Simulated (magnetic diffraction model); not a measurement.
# Solving a magnetic structure from powder neutron data: Ce2CdTe4

Space group I-42d (no. 122), a = 9.3290 Å, c = 9.2780 Å.

```csv
site,atom,x,y,z
8d,Ce,0.1337,1/4,1/8
16e,Te,0.4313,0.3190,0.3016
4b,Cd,0,0,1/2
```

The compound is invented for this exercise: a known structure type with other elements, its cell scaled to their sizes and not relaxed.

Only Ce is taken to order (form factors of Ce3+); orders and moment sizes are assumed, and not adapted to the symmetry. Radiation: neutrons of λ = 2.41 Å (absorption by Cd left out), 5° to 50°; isotropic B of 0.15 Å² (Ce), 0.15 Å² (Te) and 0.12 Å² (Cd). Simulated constant-wavelength pattern: nuclear and magnetic terms add, the magnetic one as |2.695 fm × Σ f S⊥ exp(2πi Q·r) exp(−B s²)|², summed over all Q at one angle with the factor 1/(sin²θ cos θ). For collinear order S is the moment m, which repeats by lattice and centring translations R with the sign exp(−2πi k·R). Free-ion form factors, Sears's scattering lengths of 1992, no absorption; a label names one of the reflections at its angle. The strongest nuclear line in the range is 100, and lines under 0.2 are left out.

Above the ordering temperature:

```tsv
2θ (°)	index	I
21.11	(1 0 1)	0.4
36.92	(2 1 1)	4.5
37.03	(1 1 2)	3.8
42.86	(2 2 0)	2.5
42.98	(2 0 2)	7.9
48.22	(3 1 0)	90.2
48.24	(3 0 1)	100.0
48.47	(1 0 3)	90.3
```

Below it (cell unchanged):

```csv
2θ (°),I
10.51,8.7
18.22,21.9
21.11,0.4
23.58,0.7
23.69,16.1
27.98,8.5
28.07,3.8
31.82,10.1
31.89,0.6
35.35,2.9
36.92,4.5
37.03,3.8
38.46,2.4
38.53,8.0
38.66,6.2
41.44,0.5
41.63,1.7
42.86,2.5
42.98,7.9
44.31,2.5
44.43,0.5
46.93,1.6
46.99,2.5
47.10,2.0
48.22,90.2
48.24,100.0
48.47,90.3
49.49,1.0
49.66,4.8
```

**Question.** Check that the new lines index with k = (0 1/2 1/2), then choose among these models:
A. collinear moments along [100], 2.1 μB on Ce; signs + at (0.1337, 1/4, 1/8), − at (3/4, 0.1337, 7/8), − at (0.3663, 1/4, 5/8), − at (3/4, 0.3663, 3/8)
B. collinear moments along [010], 2.1 μB on Ce; signs + at (0.1337, 1/4, 1/8), − at (3/4, 0.1337, 7/8), − at (0.3663, 1/4, 5/8), − at (3/4, 0.3663, 3/8)
C. collinear moments along [100], 2.1 μB on Ce; signs + at (0.1337, 1/4, 1/8), + at (3/4, 0.1337, 7/8), − at (0.3663, 1/4, 5/8), + at (3/4, 0.3663, 3/8)
D. collinear moments along [010], 2.1 μB on Ce; signs + at (0.1337, 1/4, 1/8), + at (3/4, 0.1337, 7/8), − at (0.3663, 1/4, 5/8), + at (3/4, 0.3663, 3/8)

The new lines index as (0 1/2 1/2) at 10.51°, (1 1/2 -1/2) at 18.22°, (0 3/2 -1/2) at 23.58° and (0 1/2 -3/2) at 23.69°, that is as H ± k with k = (0 1/2 1/2), one of 4 inequivalent arms of its star (k and −k counted as one), which a powder can't tell apart. Half indices mean that the moments reverse under translations with k·R a half-integer, and the magnetic cell has twice the primitive volume.

Magnetic intensity, observed (below minus above) and for each model:

| 2θ (°) | index | observed | A | B | C | D |
| --- | --- | --- | --- | --- | --- | --- |
| 10.51 | (0 1/2 1/2) | 8.7 | 92.5 | 46.5 | 17.3 | 8.7 |
| 18.22 | (1 1/2 -1/2) | 21.9 | 3.3 | 8.2 | 8.8 | 21.9 |
| 23.69 | (0 1/2 -3/2) | 16.1 | 3.3 | 3.0 | 17.9 | 16.1 |
| 27.98 | (1 3/2 1/2) | 8.5 | 5.6 | 2.8 | 17.1 | 8.5 |
| 28.07 | (1 1/2 3/2) | 3.8 | 7.8 | 10.1 | 2.9 | 3.8 |
| 31.82 | (2 1/2 1/2) | 10.1 | 1.4 | 11.7 | 1.2 | 10.1 |
| 35.35 | (1 3/2 -3/2) | 2.9 | 12.1 | 8.7 | 4.0 | 2.9 |
| 41.44 | (1 5/2 -1/2) | 0.5 | 8.2 | 1.6 | 2.6 | 0.5 |

Model D matches.

The structure used: k = (0 1/2 1/2), collinear moments along [010], 2.1 μB on Ce; signs + at (0.1337, 1/4, 1/8), + at (3/4, 0.1337, 7/8), − at (0.3663, 1/4, 5/8), + at (3/4, 0.3663, 3/8).

[Logs are printed without paths, hosts, clocks, repeated set-up lines and the standing remarks that a program may print on its own settings, such as how far it seeks lower states.]
